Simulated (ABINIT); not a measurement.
## InSnH3 (Pm-3m): zone-centre phonons

Aim: the zone-centre modes of InSnH3 (Pm-3m).

Main program and level: ABINIT 10.8.3; DFT LDA, scalar-relativistic, plane waves, HGH norm-conserving pseudopotentials.

The structure was built from a prototype and need not be the compound's stable phase.

## Step 1: Set-up

It takes space group Pm-3m (No. 221, cubic). Conventional cell: a = 4.802 Å, b = 4.802 Å, c = 4.802 Å, α = 90.00°, β = 90.00°, γ = 90.00°. Nearest to In lie 12 H at 3.40 Å. Nearest to Sn lie 6 H at 2.40 Å. Nearest to H lie 2 Sn at 2.40 Å. Farther neighbours are not listed.

## Step 2: A probe with smearing

A first run with smearing and empty bands tells whether the crystal has a gap, which decides between fixed occupations and smearing later on.

probe.abi reads:

```
# ground state
tolvrs 1.0d-08
prtden 1
prtwf 1

# basis, mesh and filling
ecut 43.0
ecutsm 3.0
ixc 7
ngkpt 4 4 4
nshiftk 1
shiftk 0.0 0.0 0.0
istwfk *1
occopt 7
tsmear 0.005
nband 11
nstep 100
diemac 9.0
prtebands 0
prtgsr 0
useylm 1

# cell and atoms
acell 3*1.0 Angstrom
rprim 
    4.802 0.0 0.0
    0.0 4.802 0.0
    0.0 0.0 4.802
ntypat 3
znucl 49 50 1
natom 5
typat 1 2 3 3 3
xred 
    0.0 0.0 0.0
    0.5 0.5 0.5
    0.5 0.5 0.0
    0.5 0.0 0.5
    0.0 0.5 0.5
pp_dirpath "./pseudo"
pseudos "In.hgh, Sn.hgh, H.hgh"
```

Run with:

```sh
OMP_NUM_THREADS=1 mpirun -n 2 abinit probe.abi > probe.log
```

Numbers of over 12 decimals in the logs are rounded to 6 here.

probe.abo, the main output file:

```text
[banners, grids, parts of the stress and lines that vanish by symmetry left out]
- input  file    -> probe.abi
- output file    -> probe.abo
- root for input  files -> probei
[...]
Symmetries : space group Pm -3 m (#221); Bravais cP (primitive cubic)
[...]
mpw =       10096          nfft =      157464          nkpt =          10
[...]
== DATASET  1 ==================================================================
[...]
cutoff_energies: {ecut:  43.0, pawecutdg:  -1.0, }
[...]
Exchange-correlation functional for the present dataset will be:
  LDA: Perdew-Wang 92 LSD fit to Ceperley-Alder data - ixc=7
[...]
ETOT  1  -7.182309    -7.182E+00 2.240E-02 1.816E+02
 ETOT  2  -7.205686    -2.338E-02 9.788E-04 6.808E+00
 ETOT  3  -7.205994    -3.083E-04 2.807E-04 1.954E-01
 ETOT  4  -7.206018    -2.405E-05 2.215E-05 6.121E-03
 ETOT  5  -7.206019    -3.721E-07 2.169E-05 2.944E-04
 ETOT  6  -7.206019    -1.803E-08 2.476E-05 5.861E-06
 ETOT  7  -7.206019    -3.402E-10 1.806E-05 3.331E-08
 ETOT  8  -7.206019    -1.270E-12 4.444E-05 1.035E-09
 At SCF step    8       vres2   =  1.03E-09 < tolvrs=  1.00E-08 =>converged.
[...]
sigma(1 1)=  2.45792694E-04  sigma(3 2)=  0.00000000E+00
  sigma(2 2)=  2.45792694E-04  sigma(3 1)=  0.00000000E+00
  sigma(3 3)=  2.45792694E-04  sigma(2 1)=  0.00000000E+00
[...]
convergence: {deltae: -1.270E-12, res2:  1.035E-09, residm:  4.444E-05, diffor: null, }
etotal    :  -7.20601863E+00
[...]
sigma(1 1)=  2.45792694E-04  sigma(3 2)=  0.00000000E+00
  sigma(2 2)=  2.45792694E-04  sigma(3 1)=  0.00000000E+00
  sigma(3 3)=  2.45792694E-04  sigma(2 1)=  0.00000000E+00
[...]
- sigma(1 1)=  7.23147071E+00  sigma(3 2)=  0.00000000E+00
- sigma(2 2)=  7.23147071E+00  sigma(3 1)=  0.00000000E+00
- sigma(3 3)=  7.23147071E+00  sigma(2 1)=  0.00000000E+00
[...]
fcart     -0.0000000000E+00 -0.0000000000E+00 -0.0000000000E+00
           strten      2.4579269373E-04  2.4579269373E-04  2.4579269373E-04
================================================================================

[key lines of the parts left out:]
pressure_GPa:  -7.2315E+00
```

Elapsed: 12 s, on 2 MPI ranks of AMD EPYC 7B13 (Zen 3), shared host.

Read from the output:

```
volume per atom   : 22.15 Å³
pressure          : -7.231 GPa
gap on the k-mesh : 0 eV
```

No gap opens on this mesh, so smearing is kept.

## Step 3: Rough relaxation

The typed start is rough, so a first relaxation with smearing and loose thresholds takes it towards rest cheaply.

prerelax.abi reads:

```
# relaxation
ionmov 2
optcell 2
dilatmx 1.15
chkdilatmx 0
ntime 40
tolmxf 3.0d-04
tolvrs 1.0d-10
prtwf 0
prtden 0
chksymtnons 0

# basis, mesh and filling
ecut 34.4
ecutsm 3.0
ixc 7
ngkpt 4 4 4
nshiftk 1
shiftk 0.0 0.0 0.0
istwfk *1
occopt 7
tsmear 0.005
nband 11
nstep 100
diemac 1000000.0
prtebands 0
prtgsr 0
useylm 1

# cell and atoms
acell 3*1.0 Angstrom
rprim 
    4.802 0.0 0.0
    0.0 4.802 0.0
    0.0 0.0 4.802
ntypat 3
znucl 49 50 1
natom 5
typat 1 2 3 3 3
xred 
    0.0 0.0 0.0
    0.5 0.5 0.5
    0.5 0.5 0.0
    0.5 0.0 0.5
    0.0 0.5 0.5
pp_dirpath "./pseudo"
pseudos "In.hgh, Sn.hgh, H.hgh"
```

Run with:

```sh
OMP_NUM_THREADS=1 mpirun -n 2 abinit prerelax.abi > prerelax.log
```

prerelax.abo, the main output file:

```text
[banners, grids, parts of the stress and lines that vanish by symmetry left out]
- input  file    -> prerelax.abi
- output file    -> prerelax.abo
- root for input  files -> prerelaxi
[...]
Symmetries : space group Pm -3 m (#221); Bravais cP (primitive cubic)
[...]
mpw =       11056          nfft =      216000          nkpt =          10
[...]
== DATASET  1 ==================================================================
[...]
cutoff_energies: {ecut:  34.4, pawecutdg:  -1.0, }
[...]
Exchange-correlation functional for the present dataset will be:
  LDA: Perdew-Wang 92 LSD fit to Ceperley-Alder data - ixc=7
[...]
ETOT  1  -7.183602    -7.184E+00 1.497E-02 2.667E+02
 ETOT  2  -7.203247    -1.965E-02 1.068E-03 2.237E+01
 ETOT  3  -7.204063    -8.157E-04 1.426E-04 3.462E-01
 ETOT  4  -7.204084    -2.105E-05 1.769E-05 1.087E-02
 ETOT  5  -7.204085    -6.123E-07 2.901E-05 3.778E-04
[...]
ETOT  7  -7.255892    -1.688E-13 1.240E-14 2.454E-11
 At SCF step    7       vres2   =  2.45E-11 < tolvrs=  1.00E-10 =>converged.
[...]
sigma(1 1)=  1.76066989E-06  sigma(3 2)=  0.00000000E+00
  sigma(2 2)=  1.76066989E-06  sigma(3 1)=  0.00000000E+00
  sigma(3 3)=  1.76066989E-06  sigma(2 1)=  0.00000000E+00
[...]
convergence: {deltae: -1.688E-13, res2:  2.454E-11, residm:  1.240E-14, diffor: null, }
etotal    :  -7.25589159E+00
[...]
At Broyd/MD step   7, gradients are converged :
[...]
sigma(1 1)=  1.76066989E-06  sigma(3 2)=  0.00000000E+00
  sigma(2 2)=  1.76066989E-06  sigma(3 1)=  0.00000000E+00
  sigma(3 3)=  1.76066989E-06  sigma(2 1)=  0.00000000E+00
[...]
- sigma(1 1)=  5.18006967E-02  sigma(3 2)=  0.00000000E+00
- sigma(2 2)=  5.18006967E-02  sigma(3 1)=  0.00000000E+00
- sigma(3 3)=  5.18006967E-02  sigma(2 1)=  0.00000000E+00
[...]
fcart     -0.0000000000E+00 -0.0000000000E+00 -0.0000000000E+00
           strten      1.7606698938E-06  1.7606698938E-06  1.7606698938E-06
================================================================================

[key lines of the parts left out:]
pressure_GPa:  -5.1801E-02
Total energy (etotal) [Ha]= -7.25589159444180E+00
```

Elapsed: 75 s, on 2 MPI ranks; 2.5 min of CPU time.

Step by step:

```csv
step,energy less that of the first step (eV),largest force (eV/Å),volume (Å³)
1,0.0000,0.0000,110.73
2,-0.1086,0.0000,108.30
3,-0.9450,0.0000,56.19
4,-1.2488,0.0000,78.87
5,-1.3980,0.0000,71.18
6,-1.4072,0.0000,67.75
7,-1.4097,0.0000,68.87
```

```csv
cell as run,before,after,change
a (Å),4.802,4.099,-14.6 %
b (Å),4.802,4.099,-14.6 %
c (Å),4.802,4.099,-14.6 %
volume (Å³/atom),22.15,13.77,-37.8 %
```

The relaxed structure:

```xyz
5
Lattice="4.0991 0.0000 0.0000 0.0000 4.0991 0.0000 0.0000 0.0000 4.0991" Properties=species:S:1:pos:R:3 pbc="T T T"
In    0.0000    0.0000    0.0000
Sn    2.0495    2.0495    2.0495
H     2.0495    2.0495    0.0000
H     2.0495    0.0000    2.0495
H     0.0000    2.0495    2.0495
```

Numbers from this step:

```yaml
volume_per_atom: 13.77 Å³
pressure: -0.05180 GPa
```

The volume changes by -37.8 % in this run and stands -37.8 % from the first cell.

## Step 4: Rough relaxation

The cell changed much, so the rough relaxation is repeated on a basis made for the new cell.

prerelax.abi: that of step 3 with these lines changed.

```diff
@@ -32,5 +32,5 @@
 rprim 
-    4.802 0.0 0.0
-    0.0 4.802 0.0
-    0.0 0.0 4.802
+    4.099068313 0.0 0.0
+    0.0 4.099068313 0.0
+    0.0 0.0 4.099068313
 ntypat 3
```

prerelax.abo, the main output file:

```text
[banners, grids, parts of the stress and lines that vanish by symmetry left out]
- input  file    -> prerelax.abi
- output file    -> prerelax.abo
- root for input  files -> prerelaxi
[...]
Symmetries : space group Pm -3 m (#221); Bravais cP (primitive cubic)
[...]
mpw =        6859          nfft =      110592          nkpt =          10
[...]
== DATASET  1 ==================================================================
[...]
cutoff_energies: {ecut:  34.4, pawecutdg:  -1.0, }
[...]
Exchange-correlation functional for the present dataset will be:
  LDA: Perdew-Wang 92 LSD fit to Ceperley-Alder data - ixc=7
[...]
ETOT  1  -7.227956    -7.228E+00 2.791E-02 2.298E+02
 ETOT  2  -7.255801    -2.784E-02 2.556E-04 1.863E+00
 ETOT  3  -7.255883    -8.233E-05 9.138E-05 1.304E-01
 ETOT  4  -7.255891    -8.134E-06 1.255E-05 4.138E-03
 ETOT  5  -7.255892    -2.493E-07 4.754E-05 1.070E-04
 ETOT  6  -7.255892    -6.997E-09 1.284E-05 6.441E-07
 ETOT  7  -7.255892    -4.641E-11 3.597E-05 6.828E-08
 ETOT  8  -7.255892    -5.655E-12 7.844E-06 4.276E-09
 ETOT  9  -7.255892    -4.476E-13 2.264E-05 1.488E-11
 At SCF step    9       vres2   =  1.49E-11 < tolvrs=  1.00E-10 =>converged.
[...]
sigma(1 1)=  1.76069863E-06  sigma(3 2)=  0.00000000E+00
  sigma(2 2)=  1.76069863E-06  sigma(3 1)=  0.00000000E+00
  sigma(3 3)=  1.76069863E-06  sigma(2 1)=  0.00000000E+00
[...]
convergence: {deltae: -4.476E-13, res2:  1.488E-11, residm:  2.264E-05, diffor: null, }
etotal    :  -7.25589159E+00
[...]
At Broyd/MD step   1, gradients are converged :
[...]
sigma(1 1)=  1.76069863E-06  sigma(3 2)=  0.00000000E+00
  sigma(2 2)=  1.76069863E-06  sigma(3 1)=  0.00000000E+00
  sigma(3 3)=  1.76069863E-06  sigma(2 1)=  0.00000000E+00
[...]
- sigma(1 1)=  5.18015421E-02  sigma(3 2)=  0.00000000E+00
- sigma(2 2)=  5.18015421E-02  sigma(3 1)=  0.00000000E+00
- sigma(3 3)=  5.18015421E-02  sigma(2 1)=  0.00000000E+00
[...]
fcart     -0.0000000000E+00 -0.0000000000E+00 -0.0000000000E+00
           strten      1.7606986290E-06  1.7606986290E-06  1.7606986290E-06
================================================================================

[key lines of the parts left out:]
pressure_GPa:  -5.1802E-02
Total energy (etotal) [Ha]= -7.25589159446970E+00
```

Run time: 8.6 s. Hardware: 2 MPI ranks.

Little changed from the start: no atom moved by 0.005 Å and no cell edge by 0.1 %.

The volume changes by +0.0 % in this run and stands -37.8 % from the first cell.

## Step 5: Relaxation

The harmonic expansion needs vanishing forces, and a free crystal bears no stress, so cell and atoms are brought to rest. Stress is more sensitive to the basis than forces are: the last 3 Ha under the cutoff are smoothed with ecutsm.

relax.abi reads:

```
# relaxation
ionmov 2
optcell 2
dilatmx 1.08
ntime 40
tolmxf 1.0d-05
tolvrs 1.0d-14
prtwf 0
prtden 0
chksymtnons 0

# basis, mesh and filling
ecut 43.0
ecutsm 3.0
ixc 7
ngkpt 6 6 6
nshiftk 1
shiftk 0.0 0.0 0.0
istwfk *1
occopt 6
tsmear 0.01
nband 11
nstep 100
diemac 1000000.0
prtebands 0
prtgsr 0
useylm 1

# cell and atoms
acell 3*1.0 Angstrom
rprim 
    4.099068316 0.0 0.0
    0.0 4.099068316 0.0
    0.0 0.0 4.099068316
ntypat 3
znucl 49 50 1
natom 5
typat 1 2 3 3 3
xred 
    0.0 0.0 0.0
    0.5 0.5 0.5
    0.5 0.5 0.0
    0.5 0.0 0.5
    0.0 0.5 0.5
pp_dirpath "./pseudo"
pseudos "In.hgh, Sn.hgh, H.hgh"
```

Run with:

```sh
OMP_NUM_THREADS=1 mpirun -n 2 abinit relax.abi > relax.log
```

relax.abo, the main output file:

```text
[banners, grids, parts of the stress and lines that vanish by symmetry left out]
- input  file    -> relax.abi
- output file    -> relax.abo
- root for input  files -> relaxi
[...]
Symmetries : space group Pm -3 m (#221); Bravais cP (primitive cubic)
[...]
mpw =        7925          nfft =      125000          nkpt =          20
[...]
== DATASET  1 ==================================================================
[...]
cutoff_energies: {ecut:  43.0, pawecutdg:  -1.0, }
[...]
Exchange-correlation functional for the present dataset will be:
  LDA: Perdew-Wang 92 LSD fit to Ceperley-Alder data - ixc=7
[...]
ETOT  1  -7.238648    -7.239E+00 2.571E-02 2.317E+02
 ETOT  2  -7.264963    -2.632E-02 3.061E-03 5.375E+00
 ETOT  3  -7.265217    -2.546E-04 3.756E-04 1.285E-01
 ETOT  4  -7.265227    -9.423E-06 3.523E-04 4.220E-03
 ETOT  5  -7.265227    -3.017E-07 4.167E-04 8.892E-05
[...]
At SCF step   10       vres2   =  2.50E-15 < tolvrs=  1.00E-14 =>converged.
[...]
sigma(1 1)=  1.45712486E-05  sigma(3 2)=  0.00000000E+00
  sigma(2 2)=  1.45712486E-05  sigma(3 1)=  0.00000000E+00
  sigma(3 3)=  1.45712486E-05  sigma(2 1)=  0.00000000E+00
[...]
convergence: {deltae:  1.776E-15, res2:  2.501E-15, residm:  3.837E-05, diffor: null, }
etotal    :  -7.26522722E+00
[...]
ETOT  1  -7.265235    -7.265E+00 3.142E-05 9.309E-03
[...]
At SCF step    8       vres2   =  2.32E-16 < tolvrs=  1.00E-14 =>converged.
[...]
sigma(1 1)=  1.26185562E-05  sigma(3 2)=  0.00000000E+00
  sigma(2 2)=  1.26185562E-05  sigma(3 1)=  0.00000000E+00
  sigma(3 3)=  1.26185562E-05  sigma(2 1)=  0.00000000E+00
[...]
convergence: {deltae: -2.096E-13, res2:  2.324E-16, residm:  7.070E-06, diffor: null, }
etotal    :  -7.26523551E+00
[...]
ETOT  1  -7.265223    -7.265E+00 1.631E-03 3.791E-01
[...]
At SCF step    9       vres2   =  3.70E-17 < tolvrs=  1.00E-14 =>converged.
[...]
sigma(1 1)= -1.20791313E-07  sigma(3 2)=  0.00000000E+00
  sigma(2 2)= -1.20791313E-07  sigma(3 1)=  0.00000000E+00
  sigma(3 3)= -1.20791313E-07  sigma(2 1)=  0.00000000E+00
[...]
convergence: {deltae: -1.359E-13, res2:  3.697E-17, residm:  2.544E-04, diffor: null, }
etotal    :  -7.26525997E+00
[...]
ETOT  1  -7.265260    -7.265E+00 1.556E-04 3.383E-05
[...]
ETOT  5  -7.265260     2.505E-13 2.018E-05 5.668E-13
 ETOT  6  -7.265260    -3.215E-13 4.564E-05 5.882E-15
 At SCF step    6       vres2   =  5.88E-15 < tolvrs=  1.00E-14 =>converged.
[...]
sigma(1 1)=  1.02078779E-09  sigma(3 2)=  0.00000000E+00
  sigma(2 2)=  1.02078779E-09  sigma(3 1)=  0.00000000E+00
  sigma(3 3)=  1.02078779E-09  sigma(2 1)=  0.00000000E+00
[...]
convergence: {deltae: -3.215E-13, res2:  5.882E-15, residm:  4.564E-05, diffor: null, }
etotal    :  -7.26525997E+00
[...]
At Broyd/MD step   4, gradients are converged :
[...]
sigma(1 1)=  1.02078779E-09  sigma(3 2)=  0.00000000E+00
  sigma(2 2)=  1.02078779E-09  sigma(3 1)=  0.00000000E+00
  sigma(3 3)=  1.02078779E-09  sigma(2 1)=  0.00000000E+00
[...]
- sigma(1 1)=  3.00326136E-05  sigma(3 2)=  0.00000000E+00
- sigma(2 2)=  3.00326136E-05  sigma(3 1)=  0.00000000E+00
- sigma(3 3)=  3.00326136E-05  sigma(2 1)=  0.00000000E+00
[...]
fcart     -0.0000000000E+00 -0.0000000000E+00 -0.0000000000E+00
           strten      1.0207877876E-09  1.0207877876E-09  1.0207877872E-09
================================================================================

[key lines of the parts left out:]
pressure_GPa:  -3.0033E-05
Total energy (etotal) [Ha]= -7.26525996731156E+00
```

Elapsed: 61 s, on 2 MPI ranks.

Step by step:

```csv
step,energy less that of the first step (eV),largest force (eV/Å),volume (Å³)
1,0.0000,0.0000,68.87
2,-0.0002,0.0000,68.78
3,-0.0009,0.0000,68.21
4,-0.0009,0.0000,68.21
```

```csv
"conventional cell, symmetrised",before,after,change
a (Å),4.099,4.086,-0.3 %
b (Å),4.099,4.086,-0.3 %
c (Å),4.099,4.086,-0.3 %
volume (Å³/atom),13.77,13.64,-1.0 %
```

Final coordinates:

```xyz
5
Lattice="4.0859 0.0000 0.0000 0.0000 4.0859 0.0000 0.0000 0.0000 4.0859" Properties=species:S:1:pos:R:3 pbc="T T T"
In    0.0000    0.0000    0.0000
Sn    2.0430    2.0430    2.0430
H     2.0430    2.0430    0.0000
H     2.0430    0.0000    2.0430
H     0.0000    2.0430    2.0430
```

Read from the output:

```
volume per atom : 13.64 Å³
pressure        : -3.00e-5 GPa
```

The volume changes by -1.0 % in this run and stands -38.4 % from the first cell.

## Step 6: Ground state

First-order wavefunctions inherit every error of the ground state, hence the very tight tolvrs. ecutsm is kept as in the relaxation, so that the cell stays at rest. Smearing stays on, as the first look found no gap above 0.3 eV.

gs.abi reads:

```
# ground state
tolvrs 1.0d-16
prtden 1
prtwf 1

# basis, mesh and filling
ecut 43.0
ecutsm 3.0
ixc 7
ngkpt 6 6 6
nshiftk 1
shiftk 0.0 0.0 0.0
istwfk *1
occopt 6
tsmear 0.01
nband 11
nstep 100
diemac 1000000.0
prtebands 0
prtgsr 0
useylm 1

# cell and atoms
acell 3*1.0 Angstrom
rprim 
    4.085917387 0.0 0.0
    0.0 4.085917387 0.0
    0.0 0.0 4.085917387
ntypat 3
znucl 49 50 1
natom 5
typat 1 2 3 3 3
xred 
    0.0 0.0 0.0
    0.5 0.5 0.5
    0.5 0.5 0.0
    0.5 0.0 0.5
    0.0 0.5 0.5
pp_dirpath "./pseudo"
pseudos "In.hgh, Sn.hgh, H.hgh"
```

Run with:

```sh
OMP_NUM_THREADS=1 mpirun -n 2 abinit gs.abi > gs.log
```

gs.abo, the main output file:

```text
[banners, grids, parts of the stress and lines that vanish by symmetry left out]
- input  file    -> gs.abi
- output file    -> gs.abo
- root for input  files -> gsi
[...]
Symmetries : space group Pm -3 m (#221); Bravais cP (primitive cubic)
[...]
mpw =        6228          nfft =      110592          nkpt =          20
[...]
== DATASET  1 ==================================================================
[...]
cutoff_energies: {ecut:  43.0, pawecutdg:  -1.0, }
[...]
Exchange-correlation functional for the present dataset will be:
  LDA: Perdew-Wang 92 LSD fit to Ceperley-Alder data - ixc=7
[...]
ETOT  1  -7.238596    -7.239E+00 4.933E-02 2.061E+02
 ETOT  2  -7.264996    -2.640E-02 1.562E-03 4.672E+00
 ETOT  3  -7.265249    -2.536E-04 3.785E-04 1.226E-01
 ETOT  4  -7.265260    -1.049E-05 1.112E-03 4.146E-03
 ETOT  5  -7.265260    -3.185E-07 1.479E-04 8.051E-05
[...]
ETOT 10  -7.265260    -3.819E-14 1.032E-05 2.107E-15
 ETOT 11  -7.265260     1.217E-13 4.112E-05 1.975E-17
 At SCF step   11       vres2   =  1.97E-17 < tolvrs=  1.00E-16 =>converged.
[...]
sigma(1 1)=  1.02152468E-09  sigma(3 2)=  0.00000000E+00
  sigma(2 2)=  1.02152468E-09  sigma(3 1)=  0.00000000E+00
  sigma(3 3)=  1.02152468E-09  sigma(2 1)=  0.00000000E+00
[...]
convergence: {deltae:  1.217E-13, res2:  1.975E-17, residm:  4.112E-05, diffor: null, }
etotal    :  -7.26525997E+00
[...]
sigma(1 1)=  1.02152468E-09  sigma(3 2)=  0.00000000E+00
  sigma(2 2)=  1.02152468E-09  sigma(3 1)=  0.00000000E+00
  sigma(3 3)=  1.02152468E-09  sigma(2 1)=  0.00000000E+00
[...]
- sigma(1 1)=  3.00542936E-05  sigma(3 2)=  0.00000000E+00
- sigma(2 2)=  3.00542936E-05  sigma(3 1)=  0.00000000E+00
- sigma(3 3)=  3.00542936E-05  sigma(2 1)=  0.00000000E+00
[...]
fcart     -0.0000000000E+00 -0.0000000000E+00 -0.0000000000E+00
           strten      1.0215246773E-09  1.0215246765E-09  1.0215246765E-09
================================================================================

[key lines of the parts left out:]
pressure_GPa:  -3.0054E-05
```

It took 18 s on 2 MPI ranks; 35 s of CPU time.

Numbers from this step:

```yaml
pressure: -3.01e-5 GPa
```

The cell stands at -3.0e-5 GPa, close enough for phonons.

(Continued in part 2 of 3.)

[Host names and launcher messages were left out of these logs when they were recorded.]

[Logs are printed without paths, hosts, clocks, repeated set-up lines and the standing remarks that a program may print on its own settings, such as how far it seeks lower states.]

[Hosts, paths, dates, database ids (printed as entryN), source tags and the programs' standing remarks are cut or masked in the printed files.]
